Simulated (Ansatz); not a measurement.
# Lattice dynamics of NbTe2 monolayer (1T)

Wanted: phonon frequencies of NbTe2 monolayer (1T) and what follows from them.

Calculated with Ansatz 0.2.0; DFT PBEsol, scalar-relativistic, plane waves, PAW; PAW set soft_1.

Most raw output is cut from this account.

## (1) Starting point

The cell holds 3 atoms: 1 Nb and 2 Te. Cell: a = 3.670 Å, b = 3.670 Å, c = 20.000 Å, α = 90.0°, β = 90.0°, γ = 120.0°. It derives from NbTe2. Vacuum lies along c.

## (2) Coarse relaxation

The start is far from rest, so a relaxation with loose tolerances brings it close first.

The program solves this slab on a cell height of its own, 30.4 Å, in place of the one typed.

input.yaml

```yaml
crystal:
  lattice:
    - [3.67, 0.0, 0.0]
    - [-1.835, 3.17831, 0.0]
    - [0.0, 0.0, 20.0]
  atoms:
    - { symbol: Nb, position: [0.0, 0.0, 0.5] }
    - { symbol: Te, position: [0.333333, 0.666667, 0.5828] }
    - { symbol: Te, position: [0.666667, 0.333333, 0.4172] }
  periodic: [true, true, false]
kpoints:
  mp_grid: { grid: [6, 6, 1] }
hamiltonian:
  xc: pbesol
  pseudopotentials: { kind: paw, azcp: { folder: soft_1 }, xc_functional: pbe }
scf:
  occupations: { method: gaussian, width: 0.1 }
output:
  forces: true
  stress: true
  eigenvalues: true
relax:
  adjacent_minimum: "off"
  f_tol: 0.05
  max_steps: 80
  cell: { stress_2d_tol: 0.02 }
```

Run with:

```console
$ ansatz run input.yaml --threads 4 --pin off --max-ram 16384MiB --backend cpu --events-out ev --progress --plain --runs-dir out
```

The job ended after 8.8 s (4 threads of Arm Neoverse V1, shared host; peak memory 0.64 GiB; 32 s of CPU time).

Step by step:

```
step  energy less that of the first step (eV)  largest force component (eV/Å)  volume (Å³)
   1                                   0.0000                          2.0450       354.88
   2                                  -0.2970                          0.4081       356.92
   3                                  -0.3453                          0.0828       343.62
   4                                  -0.3481                          0.0082       339.12
   5                                  -0.3481                          0.0000       339.60
  6*                                  -0.3474                          0.0001       339.60
```

Relaxation steps marked * repeat the geometry before them on a plane-wave basis chosen anew for their cell, so energy and pressure can jump there.

Forces are held to the 12 operations that the run works with; a distortion that breaks them can't arise in this run.

```
cell as run  before  after  change
      a (Å)   3.670  3.590  -2.2 %
      b (Å)   3.670  3.590  -2.2 %
```

The atoms that moved most (Å, along periodic axes as changes of fractional coordinates times the final cell, across vacuum about the mean position):

```
atom     dx     dy      dz  length
 Te2  0.000  0.000   0.199   0.199
 Te3  0.000  0.000  -0.199   0.199
```

The relaxed structure:

```xyz
3
Lattice="3.5901 0.0000 0.0000 -1.7951 3.1091 0.0000 0.0000 0.0000 30.4240" Properties=species:S:1:pos:R:3
Nb    0.0000    0.0000   10.0000
Te    0.0000    2.0728   11.8555
Te    1.7951    1.0364    8.1445
```

Numbers from this step:

```
gap on the k-mesh : 0 eV
area per atom     : 3.721 Å²
```

The relaxation ends with a largest force component of 1.1e-4 eV/Å.

## (3) Bringing the structure to rest

The cell and atoms are relaxed, since residual forces and stress would shift the frequencies.

input.yaml

```yaml
crystal:
  lattice:
    - [3.5901131765, 0.0, 0.0]
    - [-1.7950565882, 3.1091292133, 0.0]
    - [0.0, 0.0, 30.424]
  atoms:
    - { symbol: Nb, position: [0.0, 0.0, 0.328687878] }
    - { symbol: Te, position: [0.3333333333, 0.6666666667, 0.3896750055] }
    - { symbol: Te, position: [0.6666666667, 0.3333333333, 0.2677007505] }
  periodic: [true, true, false]
kpoints:
  mp_grid: { grid: [15, 15, 1] }
hamiltonian:
  xc: pbesol
  pseudopotentials: { kind: paw, azcp: { folder: soft_1 }, xc_functional: pbe }
scf:
  occupations: { method: gaussian, width: 0.1 }
output:
  forces: true
  stress: true
  eigenvalues: true
  write_density: true
  write_potential: true
  elf: true
  volumetric_format: npy
relax:
  adjacent_minimum: "off"
  f_tol: 0.005
  max_steps: 80
  cell: { stress_2d_tol: 0.02 }
```

Run time: 25 s. Hardware: 4 threads; peak memory 0.75 GiB.

Step by step:

```
step  energy less that of the first step (eV)  largest force component (eV/Å)  volume (Å³)
   1                                   0.0000                          0.0293       339.60
   2                                   0.0000                          0.0629       338.20
   3                                  -0.0003                          0.0017       338.62
   4                                  -0.0004                          0.0011       338.25
  5*                                  -0.0003                          0.0011       338.25
```

Relaxation steps marked * repeat the geometry before them on a plane-wave basis chosen anew for their cell, so energy and pressure can jump there. Relaxation step 2 was tried and not accepted.

Forces are held to the 12 operations that the run works with; a distortion that breaks them can't arise in this run.

```
cell as run  before  after  change
      a (Å)   3.590  3.583  -0.2 %
      b (Å)   3.590  3.583  -0.2 %
```

The relaxed structure:

```xyz
3
Lattice="3.5830 0.0000 0.0000 -1.7915 3.1029 0.0000 0.0000 0.0000 30.4240" Properties=species:S:1:pos:R:3
Nb    0.0000    0.0000   10.0000
Te    0.0000    2.0686   11.8616
Te    1.7915    1.0343    8.1384
```

Numbers from this step:

| Quantity | Value |
| --- | --- |
| area per atom | 3.706 Å² |

ELF in the ac plane at fractional y = 0.333, with atoms of Te within 0.2 Å of it. It is the smooth field of the valence electrons, not physical close to the nuclei.

Ten even steps from '0' (0.00) to '9' (0.73), each cell a mean:
```
00000000000000
00000000000000
00000000000000
00000000000000
00000000000000
00000000000000
00000000000000
00000000000000
00000000000000
00000000000000
00000000000000
00000000000000
00100000000000
67776420000013
87778752101246
44444432222233
32223456656655
75347763111257
52014799999998
00000123454431
00000000000000
00000000000000
00000000000000
00000000000000
```
Columns run along a (3.6 Å), rows up along c (30.4 Å). Atoms in or near the plane, at fractional coordinates: Te at (0.67, 0.27).

Valence density in the ac plane at fractional y = 0.333, with atoms of Te within 0.2 Å of it. It is the smooth field of the valence electrons, not physical close to the nuclei.

Ten steps, logarithmic in the rise over the least value, from '0' (0 e/Å³) to '9' (11 e/Å³), each cell a mean:
```
00000000000000
00000000000000
00000000000000
00000000000000
00000000000000
00000000000000
00000000000000
00000000000000
00000000000000
00000000000000
00000000000000
00000000000000
00000000000000
11111000000000
23333221101112
23332211111112
22222223343332
22112347999854
10000122333321
00000000000000
00000000000000
00000000000000
00000000000000
00000000000000
```
Columns run along a (3.6 Å), rows up along c (30.4 Å). Atoms in or near the plane, at fractional coordinates: Te at (0.67, 0.27).

Electrostatic potential energy in the ac plane at fractional y = 0.333, with atoms of Te within 0.2 Å of it. With pseudopotentials it is smooth inside the atoms' cores, unlike the true potential.

Ten even steps from '_' (-16 eV) to '@' (0 eV), each cell a mean:
```
@@@@@@@@@@@@@@@@@@@@@@@@@@@@
@@@@@@@@@@@@@@@@@@@@@@@@@@@@
@@@@@@@@@@@@@@@@@@@@@@@@@@@@
@@@@@@@@@@@@@@@@@@@@@@@@@@@@
@@@@@@@@@@@@@@@@@@@@@@@@@@@@
@@@@@@@@@@@@@@@@@@@@@@@@@@@@
@@@@@@@@@@@@@@@@@@@@@@@@@@@@
@@@@@@@@@@@@@@@@@@@@@@@@@@@@
@@@@@@@@@@@@@@@@@@@@@@@@@@@@
@@@@@@@@@@@@@@@@@@@@@@@@@@@@
@@@@@@@@@@@@@@@@@@@@@@@@@@@@
@@@@@@@@@@@@@@@@@@@@@@@@@@@@
@@@@@@@@@@@@@@@@@@@@@@@@@@@@
%%%%%%%%%%@@@@@@@@@@@@@@@@@@
==::....--++##%%%%@@@@%%##**
++--::--==**##%%%%@@@@%%##**
++==----==++++==========++++
++##%%%%**::____--**++..____
%%@@@@@@@@%%##++++====++**##
@@@@@@@@@@@@@@@@@@@@@@@@@@@@
@@@@@@@@@@@@@@@@@@@@@@@@@@@@
@@@@@@@@@@@@@@@@@@@@@@@@@@@@
@@@@@@@@@@@@@@@@@@@@@@@@@@@@
@@@@@@@@@@@@@@@@@@@@@@@@@@@@
```
Columns run along a (3.6 Å; values clipped at the 3rd and 97th percentile), rows up along c (30.4 Å). Atoms in or near the plane, at fractional coordinates: Te at (0.67, 0.27).

## (4) Tight relaxation

Phonons need a cell at rest on their own settings, so the relaxation is repeated with tight tolerances on forces and stress on the k mesh and occupations of the first response run.

input.yaml, the sections that differ from step 3:

```yaml
crystal:
  lattice:
    - [3.5829740518, 0.0, 0.0]
    - [-1.7914870259, 3.10294655, 0.0]
    - [0.0, 0.0, 30.424]
  atoms:
    - { symbol: Nb, position: [0.0, 0.0, 0.328687878] }
    - { symbol: Te, position: [0.3333333333, 0.6666666667, 0.3898748431] }
    - { symbol: Te, position: [0.6666666667, 0.3333333333, 0.2675009129] }
  periodic: [true, true, false]
kpoints:
  mp_grid: { grid: [18, 18, 1] }
scf:
  occupations: { method: methfessel_paxton, width: 0.2 }
relax:
  adjacent_minimum: "off"
  f_tol: 0.001
  max_steps: 60
  cell: { stress_2d_tol: 0.002 }
# hamiltonian, output: as in step 3
```

Run time: 32 s. Hardware: 4 threads; peak memory 0.79 GiB; 2.1 min of CPU time.

Little changed from the start: no atom moved by 0.005 Å and no cell edge by 0.1 %.

This step gave:

```
area per atom : 3.708 Å²
```

ELF in the ac plane at fractional y = 0.333, with atoms of Te within 0.2 Å of it. It is the smooth field of the valence electrons, not physical close to the nuclei.

Values, 24 rows by 14 columns, each cell a mean:
```
0.00 0.00 0.00 0.00 0.00 0.00 0.00 0.00 0.00 0.00 0.00 0.00 0.00 0.00
0.00 0.00 0.00 0.00 0.00 0.00 0.00 0.00 0.00 0.00 0.00 0.00 0.00 0.00
0.00 0.00 0.00 0.00 0.00 0.00 0.00 0.00 0.00 0.00 0.00 0.00 0.00 0.00
0.00 0.00 0.00 0.00 0.00 0.00 0.00 0.00 0.00 0.00 0.00 0.00 0.00 0.00
0.00 0.00 0.00 0.00 0.00 0.00 0.00 0.00 0.00 0.00 0.00 0.00 0.00 0.00
0.00 0.00 0.00 0.00 0.00 0.00 0.00 0.00 0.00 0.00 0.00 0.00 0.00 0.00
0.00 0.00 0.00 0.00 0.00 0.00 0.00 0.00 0.00 0.00 0.00 0.00 0.00 0.00
0.00 0.00 0.00 0.00 0.00 0.00 0.00 0.00 0.00 0.00 0.00 0.00 0.00 0.00
0.00 0.00 0.00 0.00 0.00 0.00 0.00 0.00 0.00 0.00 0.00 0.00 0.00 0.00
0.00 0.00 0.00 0.00 0.00 0.00 0.00 0.00 0.00 0.00 0.00 0.00 0.00 0.00
0.00 0.00 0.00 0.00 0.00 0.00 0.00 0.00 0.00 0.00 0.00 0.00 0.00 0.00
0.00 0.00 0.00 0.00 0.00 0.00 0.00 0.00 0.00 0.00 0.00 0.00 0.00 0.00
0.04 0.06 0.08 0.07 0.05 0.03 0.01 0.01 0.00 0.00 0.00 0.01 0.01 0.02
0.44 0.54 0.58 0.56 0.49 0.35 0.20 0.07 0.03 0.02 0.02 0.05 0.13 0.27
0.59 0.59 0.58 0.58 0.59 0.56 0.44 0.22 0.10 0.06 0.07 0.16 0.34 0.51
0.33 0.34 0.35 0.35 0.33 0.31 0.27 0.21 0.17 0.15 0.16 0.19 0.25 0.29
0.28 0.21 0.19 0.20 0.25 0.33 0.41 0.45 0.45 0.44 0.44 0.45 0.44 0.38
0.56 0.40 0.25 0.31 0.52 0.56 0.47 0.27 0.13 0.08 0.10 0.21 0.39 0.52
0.40 0.16 0.06 0.09 0.30 0.56 0.70 0.73 0.72 0.71 0.72 0.73 0.72 0.65
0.04 0.01 0.01 0.01 0.03 0.08 0.18 0.29 0.35 0.38 0.37 0.31 0.23 0.13
0.00 0.00 0.00 0.00 0.00 0.00 0.00 0.01 0.01 0.01 0.01 0.01 0.01 0.00
0.00 0.00 0.00 0.00 0.00 0.00 0.00 0.00 0.00 0.00 0.00 0.00 0.00 0.00
0.00 0.00 0.00 0.00 0.00 0.00 0.00 0.00 0.00 0.00 0.00 0.00 0.00 0.00
0.00 0.00 0.00 0.00 0.00 0.00 0.00 0.00 0.00 0.00 0.00 0.00 0.00 0.00
```
Columns run along a (3.6 Å), rows up along c (30.4 Å). Atoms in or near the plane, at fractional coordinates: Te at (0.67, 0.27).

Valence density in the ac plane at fractional y = 0.333, with atoms of Te within 0.2 Å of it. It is the smooth field of the valence electrons, not physical close to the nuclei.

Ten steps, logarithmic in the rise over the least value, from '0' (0 e/Å³) to '9' (11 e/Å³), each cell a mean:
```
00000000000000
00000000000000
00000000000000
00000000000000
00000000000000
00000000000000
00000000000000
00000000000000
00000000000000
00000000000000
00000000000000
00000000000000
00000000000000
11111000000000
23333221101112
23332211111112
22222223343332
22112347999854
10000122333321
00000000000000
00000000000000
00000000000000
00000000000000
00000000000000
```
Columns run along a (3.6 Å), rows up along c (30.4 Å). Atoms in or near the plane, at fractional coordinates: Te at (0.67, 0.27).

Electrostatic potential energy in the ac plane at fractional y = 0.333, with atoms of Te within 0.2 Å of it. With pseudopotentials it is smooth inside the atoms' cores, unlike the true potential.

Ten even steps from '0' (-16 eV) to '9' (0 eV), each cell a mean:
```
99999999999999
99999999999999
99999999999999
99999999999999
99999999999999
99999999999999
99999999999999
99999999999999
99999999999999
99999999999999
99999999999999
99999999999999
99999999999999
88888999999999
42113578899876
53234678899876
54334554444455
57886200365100
89999875544567
99999999999999
99999999999999
99999999999999
99999999999999
99999999999999
```
Columns run along a (3.6 Å; values clipped at the 3rd and 97th percentile), rows up along c (30.4 Å). Atoms in or near the plane, at fractional coordinates: Te at (0.67, 0.27).

The largest force component left is 0.20 meV/Å, within the tolerances set.

## (5) Linear response at the zone centre

The zone centre comes first: it holds the modes that light can see, as far as symmetry allows. No field response is asked, since the mesh shows no gap.

input.yaml, the sections that differ from step 4:

```yaml
crystal:
  lattice:
    - [3.5838147352, 0.0, 0.0]
    - [-1.7919073676, 3.1036746032, 0.0]
    - [0.0, 0.0, 30.424]
  atoms:
    - { symbol: Nb, position: [0.0, 0.0, 0.328687878] }
    - { symbol: Te, position: [0.3333333333, 0.6666666667, 0.3898498279] }
    - { symbol: Te, position: [0.6666666667, 0.3333333333, 0.2675259281] }
  periodic: [true, true, false]
output:
  eigenvalues: true
phonons:
  method: dfpt
# kpoints, hamiltonian, scf: as in step 4
# relax: removed
```

Wall time 2.9 min (4 threads); peak memory 2.6 GiB.

This step gave:

```
sum-rule residual before enforcement                    : 5.58e-5 eV/Å²
point group                                             : -3m
highest optical mode at the zone centre (no LO-TO term) : 280.3 cm⁻¹
lowest optical zone-centre mode                         : 104.8 cm⁻¹
```

Patterns of degenerate modes are one choice out of their space. Modes at Γ, with each element's share of the kinetic energy:

```
mode  frequency (cm⁻¹)  symmetry  Nb %  Te %
   1               0.0  acoustic    27    73
   2               0.0  acoustic    27    73
   3               0.0  acoustic    27    73
   4             104.8        Eg     0   100
   5             104.8        Eg     0   100
   6             154.8       A1g     0   100
   7             165.2        Eu    73    27
   8             165.2        Eu    73    27
   9             280.3       A2u    73    27
```

Displacements in mode 4 (104.8 cm⁻¹), the largest set to 1:
```
Nb1  0.00  0.00  0.00
Te2  0.11 -1.00  0.00
Te3 -0.11  1.00  0.00
```

Displacements in mode 9 (280.3 cm⁻¹), the largest set to 1:
```
Nb1  0.00  0.00  1.00
Te2  0.00  0.00 -0.36
Te3  0.00  0.00 -0.36
```

Before it was imposed, the acoustic sum rule was missed by 5.6e-5 eV/Å². Small misses are needed for a sound result but don't prove that mesh and cutoff are converged. The lowest optical mode is real, 105 cm⁻¹.

(Continued in part 2 of 2.)

[Logs are printed without paths, hosts, clocks, repeated set-up lines and the standing remarks that a program may print on its own settings, such as how far it seeks lower states.]

[Hosts, paths, dates, database ids (printed as entryN), source tags and the programs' standing remarks are cut or masked in the printed files.]
